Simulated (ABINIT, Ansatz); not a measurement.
**Converging GW for VCu3S4 (Sulvanite) in ABINIT**

Wanted: a converged G0W0 gap of VCu3S4 (Sulvanite), or an estimate of the limit.

Main program and level: ABINIT 10.8.3; LDA and many-body steps on it, plane waves.

In doubt: a PseudoDojo file used here is known to give poor structures and forces, which bears on pressures, cells, forces and phonons.

## Step 1: Set-up

Symmetry: P-43m, No. 215, cubic system. The conventional cell has a = 5.391 Å, b = 5.391 Å, c = 5.391 Å, α = 90.00°, β = 90.00°, γ = 90.00°. Nearest to V lie 4 S at 2.21 Å. Nearest to Cu lie 4 S at 2.30 Å. Nearest to S lie 1 V at 2.21 Å and 3 Cu at 2.30 Å. Farther neighbours and most contacts between anions are not listed.

The cell and positions come from the Crystallography Open Database and are kept as given unless a step says otherwise.

## Step 2: Empty states on the mesh, 2×2×2 mesh, 564 bands

This step: ABINIT 10.8.3; DFT, LDA, plane waves, norm-conserving pseudopotentials.

The sums over transitions need many empty states on a uniform mesh; this step solves for them.

run.abi

```
acell 3*1.0 Angstrom
rprim 
  5.391200000000 0.000000000000 0.000000000000
  0.000000000000 5.391200000000 0.000000000000
  0.000000000000 0.000000000000 5.391200000000
ntypat 3
znucl 23 29 16
natom 8
typat 1 2 2 2 3 3 3 3
xred 
  0.000000000000 0.000000000000 0.000000000000
  0.500000000000 0.000000000000 0.000000000000
  0.000000000000 0.500000000000 0.000000000000
  0.000000000000 0.000000000000 0.500000000000
  0.237200000000 0.237200000000 0.237200000000
  0.237200000000 0.762800000000 0.762800000000
  0.762800000000 0.762800000000 0.237200000000
  0.762800000000 0.237200000000 0.762800000000
pp_dirpath "pseudos"
pseudos "V.upf, Cu.upf, S.upf"
ecut 38
ngkpt 2 2 2
nshiftk 1
shiftk 0 0 0
kptopt 1
chksymbreak 0
iscf -2
irdden 1
istwfk *1
nband 564
nbdbuf 50
tolwfr 1e-09
nstep 60
prtvol 0
indata_prefix "in"
outdata_prefix "out"
tmpdata_prefix "tmp"
```

The run is started by

```bash
$ OMP_NUM_THREADS=1 mpirun -n 4 abinit run.abi > log
```

Numbers of over 12 decimals in the logs are rounded to 6 here.

Log:

```text
.Version 10.8.3 of ABINIT. v10.8.2 released Aug 2026.

 Symmetries : space group P-4 3 m (#215); Bravais cP (primitive cubic)
[... echo of the input left out ...]
== DATASET  1 ==================================================================
-   mpi_nproc: 4, omp_nthreads: 1 (-1 if OMP is not activated)

--- !DatasetInfo
iteration_state: {dtset: 1, }
dimensions: {natom: 8, nkpt: 4, mband: 564, nsppol: 1, nspinor: 1, nspden: 1, mpw: 11872, }
cutoff_energies: {ecut:  38.0, pawecutdg:  -1.0, }
[...]
4.46870    4.46870    4.46870    4.51725    4.51726    4.51729    4.52480    4.52484
   4.52494    4.54287    4.54301    4.55799    4.57008    4.57048    4.57362    4.58129
   4.58284    4.58982    4.59915    4.60420
 prteigrs : prtvol=0 or 1, do not print more k-points.

== END DATASET(S) ==============================================================
================================================================================

 -outvars: echo values of variables after computation  --------
            nband         564
             nkpt           4
          spgroup         215
 [... the other variables as echoed above ...]

 Calculation completed.
```

The job ended after 8.1 min (4 MPI ranks of Arm Neoverse V2, shared host; peak memory 1.1 GiB).

Numbers from this step:

```yaml
gap: 0.9837 eV
k_of_the_valence_top: 0.5, 0.5, 0.5
k_of_the_conduction_bottom: 0.5, 0, 0
least_direct_gap: 1.388 eV
k_points_computed: 4
lowest_point_of_the_top_converged_band_above_the_valence_top: 109.9593 eV
```

On this mesh the gap is 0.984 eV.

The density comes from a self-consistent run that is not shown.

## Step 3: Screening, 2×2×2 mesh, 105 bands, screening to 76.2 eV

The RPA dielectric matrix is built and inverted for each q.

This step: RPA screening on LDA, plane waves, norm-conserving pseudopotentials.

run.abi: that of step 2 with these lines changed.

```diff
@@ -26,10 +26,11 @@
 chksymbreak 0
-iscf -2
-irdden 1
 istwfk *1
-nband 564
-nbdbuf 50
-tolwfr 1e-09
-nstep 60
-prtvol 0
+occopt 1
+irdwfk 1
+optdriver 3
+nband 105
+ecuteps 2.8
+inclvkb 2
+awtr 1
+symchi 1
 indata_prefix "in"
```

Log:

```text
.Version 10.8.3 of ABINIT. v10.8.2 released Aug 2026.

 Symmetries : space group P-4 3 m (#215); Bravais cP (primitive cubic)
[... echo of the input left out ...]
== DATASET  1 ==================================================================
-   mpi_nproc: 4, omp_nthreads: 1 (-1 if OMP is not activated)

--- !DatasetInfo
iteration_state: {dtset: 1, }
dimensions: {natom: 8, nkpt: 4, mband: 105, nsppol: 1, nspinor: 1, nspden: 1, mpw: 11872, }
cutoff_energies: {ecut:  38.0, pawecutdg:  -1.0, }
electrons: {nelect:   9.40000000E+01, charge:   0.00000000E+00, occopt:   1.00000000E+00, tsmear:   1.00000000E-02, }

 SCREENING: Calculation of the susceptibility and dielectric matrices

 Based on a program developped by R.W. Godby, V. Olevano, G. Onida, and L. Reining.
 Incorporated in ABINIT by V. Olevano, G.-M. Rignanese, and M. Torrent.
.Using double precision arithmetic ; gwpc =  8

[... cell and pseudopotentials left out ...]
--------------------------------------------------------------------------------

 ==== K-mesh for the wavefunctions ====
 Number of points in the irreducible wedge :     4
[... list of points left out ...]
 Together with 24 symmetry operations and time-reversal symmetry
 yields     8 points in the full Brillouin Zone.

 ==== Q-mesh for the screening function ====
 Number of points in the irreducible wedge :     4
[... list of points left out ...]
 Together with 24 symmetry operations and time-reversal symmetry
 yields     8 points in the full Brillouin Zone.

 setmesh: FFT mesh size selected  =    36x   36x   36
          total number of points  =        46656

 vcoul_init : cutoff-mode = AUXILIARY_FUNCTION
 q-points for optical limit:   1
     1)      0.000010    0.000020    0.000030

- screening: taking advantage of time-reversal symmetry
- Maximum band index for partially occupied states nbvw = 47
- Remaining bands to be divided among processors   nbcw = 58
- Number of bands treated by each node ~14

 Number of electrons calculated from density =   94.0000; Expected =   94.0000
 average of density, n =  0.088895
 r_s =    1.3900
 omega_plasma =   28.7603 [eV]

 calculating chi0 at frequencies [eV] :
  1    0.000000E+00    0.000000E+00
  2    0.000000E+00    2.876028E+01

--------------------------------------------------------------------------------
  q-point number  1        q = ( 0.000000, 0.000000, 0.000000) [r.l.u.]
--------------------------------------------------------------------------------
[... chi0 elements left out ...]
 For q-point:  0.000010 0.000020 0.000030
  dielectric constant =   7.7902
  dielectric constant without local fields =   9.9531

  Average fulfillment of the sum rule on Im[epsilon] for q-point    1 :     26.40  [%]
[... wings left out ...]
  q-point number  2        q = ( 0.500000, 0.000000, 0.000000) [r.l.u.]
--------------------------------------------------------------------------------
[... chi0 elements left out ...]
  Average fulfillment of the sum rule on Im[epsilon] for q-point    2 :     31.24  [%]

 [... 2 further q-points ...]
```

Elapsed: 45 s, on 4 MPI ranks; peak memory 1.6 GiB.

Numbers from this step:

| Property | Result |
| --- | --- |
| ε∞ with local fields, on this mesh, along the program's q direction | 7.790 |
| the same without local fields | 9.953 |
| plasma frequency | 28.76 eV |
| plane waves in the screening matrix | 251 |

Local fields lower ε∞ by 22 %. On a Γ-centred mesh this coarse the value itself is usually too large, while a short band sum pulls it down.

## Step 4: 105 bands, 76.2 eV

The self-energy is evaluated for the states that the input lists, and the levels follow from it, in one-shot runs by the linearised quasiparticle equation.

This step: G0W0 on LDA, plane waves, norm-conserving pseudopotentials.

run.abi: that of step 3 with these lines changed.

```diff
@@ -29,8 +29,21 @@
 irdwfk 1
-optdriver 3
+optdriver 4
 nband 105
+gwcalctyp 0
+ecutsigx 38
+symsigma 1
+nkptgw 4
+kptgw 
+  0.5000000000 0.5000000000 0.5000000000
+  0.5000000000 0.0000000000 0.0000000000
+  0.5000000000 0.5000000000 0.0000000000
+  0.0000000000 0.0000000000 0.0000000000
+bdgw 
+  45 49
+  46 49
+  45 49
+  45 49
 ecuteps 2.8
-inclvkb 2
-awtr 1
-symchi 1
+irdscr 1
+ppmodel 1
 indata_prefix "in"
```

Log:

```text
.Version 10.8.3 of ABINIT. v10.8.2 released Aug 2026.

 Symmetries : space group P-4 3 m (#215); Bravais cP (primitive cubic)
[... echo of the input left out ...]
== DATASET  1 ==================================================================
-   mpi_nproc: 4, omp_nthreads: 1 (-1 if OMP is not activated)

--- !DatasetInfo
iteration_state: {dtset: 1, }
dimensions: {natom: 8, nkpt: 4, mband: 105, nsppol: 1, nspinor: 1, nspden: 1, mpw: 11872, }
cutoff_energies: {ecut:  38.0, pawecutdg:  -1.0, }
electrons: {nelect:   9.40000000E+01, charge:   0.00000000E+00, occopt:   1.00000000E+00, tsmear:   1.00000000E-02, }

 SIGMA: Calculation of the GW corrections

 Based on a program developped by R.W. Godby, V. Olevano, G. Onida, and L. Reining.
 Incorporated in ABINIT by V. Olevano, G.-M. Rignanese, and M. Torrent.
.Using double precision arithmetic ; gwpc =  8

[... cell and pseudopotentials left out ...]
--------------------------------------------------------------------------------

 ==== K-mesh for the wavefunctions ====
 Number of points in the irreducible wedge :     4
[... list of points left out ...]
 Together with 24 symmetry operations and time-reversal symmetry
 yields     8 points in the full Brillouin Zone.

 ==== Q-mesh for screening function ====
 Number of points in the irreducible wedge :     4
[... list of points left out ...]
 Together with 24 symmetry operations and time-reversal symmetry
 yields     8 points in the full Brillouin Zone.

 vcoul_init : cutoff-mode = AUXILIARY_FUNCTION
 q-points for optical limit:   1
     1)      0.000010    0.000020    0.000030
 setmesh: FFT mesh size selected  =    60x   60x   60
          total number of points  =       216000

 Number of electrons calculated from density =   94.0000; Expected =   94.0000
 average of density, n =  0.088895
 r_s =    1.3900
 omega_plasma =   28.7603 [eV]

 === KS Band Gaps ===
  >>>> For spin  1
   Minimum direct gap =   1.3875 [eV], located at k-point      :   0.5000  0.5000  0.0000
   Fundamental gap    =   0.9836 [eV], Top of valence bands at :   0.5000  0.5000  0.5000
                                       Bottom of conduction at :   0.5000  0.0000  0.0000
 SIGMA fundamental parameters:
 PLASMON POLE MODEL  1
 number of plane-waves for SigmaX                11753
 number of plane-waves for SigmaC and W            251
 number of plane-waves for wavefunctions         11753
 number of bands                                   105
 number of independent spin polarizations            1
 number of spinorial components                      1
 number of k-points in IBZ                           4
 number of q-points in IBZ                           4
 number of symmetry operations                      24
 number of k-points in BZ                            8
 number of q-points in BZ                            8
 number of frequencies for dSigma/dE                 9
 frequency step for dSigma/dE [eV]                0.25
 number of omega for Sigma on real axis              0
 max omega for Sigma on real axis  [eV]           0.00
 zcut for avoiding poles [eV]                     0.10

 EPSILON^-1 parameters (SCR file):
 dimension of the eps^-1 matrix on file            251
 dimension of the eps^-1 matrix used               251
 number of plane-waves for wavefunctions         11753
 number of bands                                   105
 number of q-points in IBZ                           4
 number of frequencies                               2
 number of real frequencies                          1
 number of imag frequencies                          1

 matrix elements of self-energy operator (all in [eV])

 Perturbative Calculation

--- !SelfEnergy_ee
iteration_state: {dtset: 1, }
kpoint     : [   0.500,    0.500,    0.500, ]
spin       : 1
KS_gap     :    1.530
QP_gap     :    2.761
Delta_QP_KS:    1.231
data: !SigmaeeData |
     Band     E0 <VxcDFT>   SigX SigC(E0)      Z dSigC/dE  Sig(E)    E-E0       E
       45   4.198 -21.975 -26.325   4.546   0.747  -0.339 -21.828   0.147   4.345
       46   4.198 -21.975 -26.325   4.546   0.747  -0.339 -21.828   0.147   4.345
       47   4.198 -21.975 -26.325   4.546   0.747  -0.339 -21.828   0.147   4.345
       48   5.728 -20.272 -15.030  -3.344   0.726  -0.378 -18.894   1.377   7.106
       49   5.728 -20.272 -15.030  -3.344   0.726  -0.378 -18.894   1.377   7.106

--- !SelfEnergy_ee
iteration_state: {dtset: 1, }
kpoint     : [   0.500,    0.000,    0.000, ]
spin       : 1
KS_gap     :    1.567
QP_gap     :    2.829
Delta_QP_KS:    1.262
data: !SigmaeeData |
     Band     E0 <VxcDFT>   SigX SigC(E0)      Z dSigC/dE  Sig(E)    E-E0       E
       46   3.615 -22.959 -27.618   4.899   0.737  -0.357 -22.782   0.176   3.791
[...]
--- !SelfEnergy_ee
iteration_state: {dtset: 1, }
kpoint     : [   0.500,    0.500,    0.000, ]
spin       : 1
KS_gap     :    1.387
QP_gap     :    2.805
Delta_QP_KS:    1.418
data: !SigmaeeData |
     Band     E0 <VxcDFT>   SigX SigC(E0)      Z dSigC/dE  Sig(E)    E-E0       E
[...]
--- !SelfEnergy_ee
iteration_state: {dtset: 1, }
kpoint     : [   0.000,    0.000,    0.000, ]
spin       : 1
KS_gap     :    1.741
QP_gap     :    2.920
Delta_QP_KS:    1.179
data: !SigmaeeData |
     Band     E0 <VxcDFT>   SigX SigC(E0)      Z dSigC/dE  Sig(E)    E-E0       E
[...]
47   3.563 -24.990 -29.071   4.624   0.726  -0.378 -24.596   0.394   3.956
       48   5.304 -23.037 -17.007  -3.838   0.717  -0.394 -21.464   1.572   6.876
       49   5.304 -23.037 -17.007  -3.838   0.717  -0.394 -21.464   1.572   6.876

 New Fermi energy :        1.852709E-01 Ha ,    5.041477E+00 eV

 === QP Band Gaps ===
  >>>> For spin  1
   Minimum direct gap =   2.7605 [eV], located at k-point      :   0.5000  0.5000  0.5000
   Fundamental gap    =   2.2752 [eV], Top of valence bands at :   0.5000  0.5000  0.5000
                                       Bottom of conduction at :   0.5000  0.0000  0.0000

== END DATASET(S) ==============================================================
================================================================================

 -outvars: echo values of variables after computation  --------
           etotal      0.0000000000E+00
            nband         105
             nkpt           4
          spgroup         215
 [... the other variables as echoed above ...]

 Calculation completed.
```

Run time: 13 s. Hardware: 4 MPI ranks; peak memory 1.5 GiB.

Numbers from this step:

```
G0W0 gap on the mesh                         : 2.275 eV
starting gap on the mesh                     : 0.9837 eV
k of the valence top                         : 0.5, 0.5, 0.5
k of the conduction bottom                   : 0.5, 0, 0
Z at the valence top                         : 0.747
Z at the conduction bottom                   : 0.73
least direct G0W0 gap on the computed points : 2.761 eV
```

The gap on the mesh goes from 0.98 eV to 2.28 eV, a correction of +1.29 eV.

## Step 5: Screening, 2×2×2 mesh, 237 bands, screening to 141.5 eV

This step: RPA screening on LDA, plane waves, norm-conserving pseudopotentials.

run.abi: that of step 4 with these lines changed.

```diff
@@ -29,21 +29,8 @@
 irdwfk 1
-optdriver 4
-nband 105
-gwcalctyp 0
-ecutsigx 38
-symsigma 1
-nkptgw 4
-kptgw 
-  0.5000000000 0.5000000000 0.5000000000
-  0.5000000000 0.0000000000 0.0000000000
-  0.5000000000 0.5000000000 0.0000000000
-  0.0000000000 0.0000000000 0.0000000000
-bdgw 
-  45 49
-  46 49
-  45 49
-  45 49
-ecuteps 2.8
-irdscr 1
-ppmodel 1
+optdriver 3
+nband 237
+ecuteps 5.2
+inclvkb 2
+awtr 1
+symchi 1
 indata_prefix "in"
```

Log:

```text
.Version 10.8.3 of ABINIT. v10.8.2 released Aug 2026.

 Symmetries : space group P-4 3 m (#215); Bravais cP (primitive cubic)
[... echo of the input left out ...]
== DATASET  1 ==================================================================
-   mpi_nproc: 4, omp_nthreads: 1 (-1 if OMP is not activated)

--- !DatasetInfo
iteration_state: {dtset: 1, }
dimensions: {natom: 8, nkpt: 4, mband: 237, nsppol: 1, nspinor: 1, nspden: 1, mpw: 11872, }
cutoff_energies: {ecut:  38.0, pawecutdg:  -1.0, }
electrons: {nelect:   9.40000000E+01, charge:   0.00000000E+00, occopt:   1.00000000E+00, tsmear:   1.00000000E-02, }

 SCREENING: Calculation of the susceptibility and dielectric matrices

 Based on a program developped by R.W. Godby, V. Olevano, G. Onida, and L. Reining.
 Incorporated in ABINIT by V. Olevano, G.-M. Rignanese, and M. Torrent.
.Using double precision arithmetic ; gwpc =  8

[... cell and pseudopotentials left out ...]
--------------------------------------------------------------------------------

 ==== K-mesh for the wavefunctions ====
 Number of points in the irreducible wedge :     4
[... list of points left out ...]
 Together with 24 symmetry operations and time-reversal symmetry
 yields     8 points in the full Brillouin Zone.

 ==== Q-mesh for the screening function ====
 Number of points in the irreducible wedge :     4
[... list of points left out ...]
 Together with 24 symmetry operations and time-reversal symmetry
 yields     8 points in the full Brillouin Zone.

 setmesh: FFT mesh size selected  =    40x   40x   40
          total number of points  =        64000

 vcoul_init : cutoff-mode = AUXILIARY_FUNCTION
 q-points for optical limit:   1
     1)      0.000010    0.000020    0.000030

- screening: taking advantage of time-reversal symmetry
- Maximum band index for partially occupied states nbvw = 47
- Remaining bands to be divided among processors   nbcw = 190
- Number of bands treated by each node ~47

 Number of electrons calculated from density =   94.0000; Expected =   94.0000
 average of density, n =  0.088895
 r_s =    1.3900
 omega_plasma =   28.7603 [eV]

 calculating chi0 at frequencies [eV] :
  1    0.000000E+00    0.000000E+00
  2    0.000000E+00    2.876028E+01

--------------------------------------------------------------------------------
  q-point number  1        q = ( 0.000000, 0.000000, 0.000000) [r.l.u.]
--------------------------------------------------------------------------------
[... chi0 elements left out ...]
 For q-point:  0.000010 0.000020 0.000030
  dielectric constant =   7.7844
  dielectric constant without local fields =  10.0141

  Average fulfillment of the sum rule on Im[epsilon] for q-point    1 :     43.47  [%]
[... wings left out ...]
  q-point number  2        q = ( 0.500000, 0.000000, 0.000000) [r.l.u.]
--------------------------------------------------------------------------------
[... chi0 elements left out ...]
  Average fulfillment of the sum rule on Im[epsilon] for q-point    2 :     46.69  [%]

 [... 2 further q-points ...]
```

Run time: 2.7 min. Hardware: 4 MPI ranks; peak memory 2.5 GiB.

Numbers from this step:

```yaml
eps_infinity_with_local_fields_on_this_mesh_along_the_program_s_q_direction: 7.784
the_same_without_local_fields: 10.01
plasma_frequency: 28.76 eV
plane_waves_in_the_screening_matrix: 619
```

(Part 1 of 2 ends here.)

[Paths, hosts, dates, memory and timing lines, banners, echoed tables and standing remarks are left out of the program output.]

[Logs are printed without paths, hosts, clocks, repeated set-up lines and the standing remarks that a program may print on its own settings, such as how far it seeks lower states.]

[Runs of the session that timed out or met a known fault of the program may be left out.]

[Hosts, paths, dates, database ids (printed as entryN), source tags and the programs' standing remarks are cut or masked in the printed files.]

[G0W0 gaps are taken among the corrected bands and points alone; a level outside them can change the order at an edge.]

[Where Ansatz stands beside ABINIT at settings called matched, ABINIT's density can come from a denser mesh and the files from another edition; pairs whose starting gaps differed by over 0.03 eV were left out, so agreement reads better than it is.]
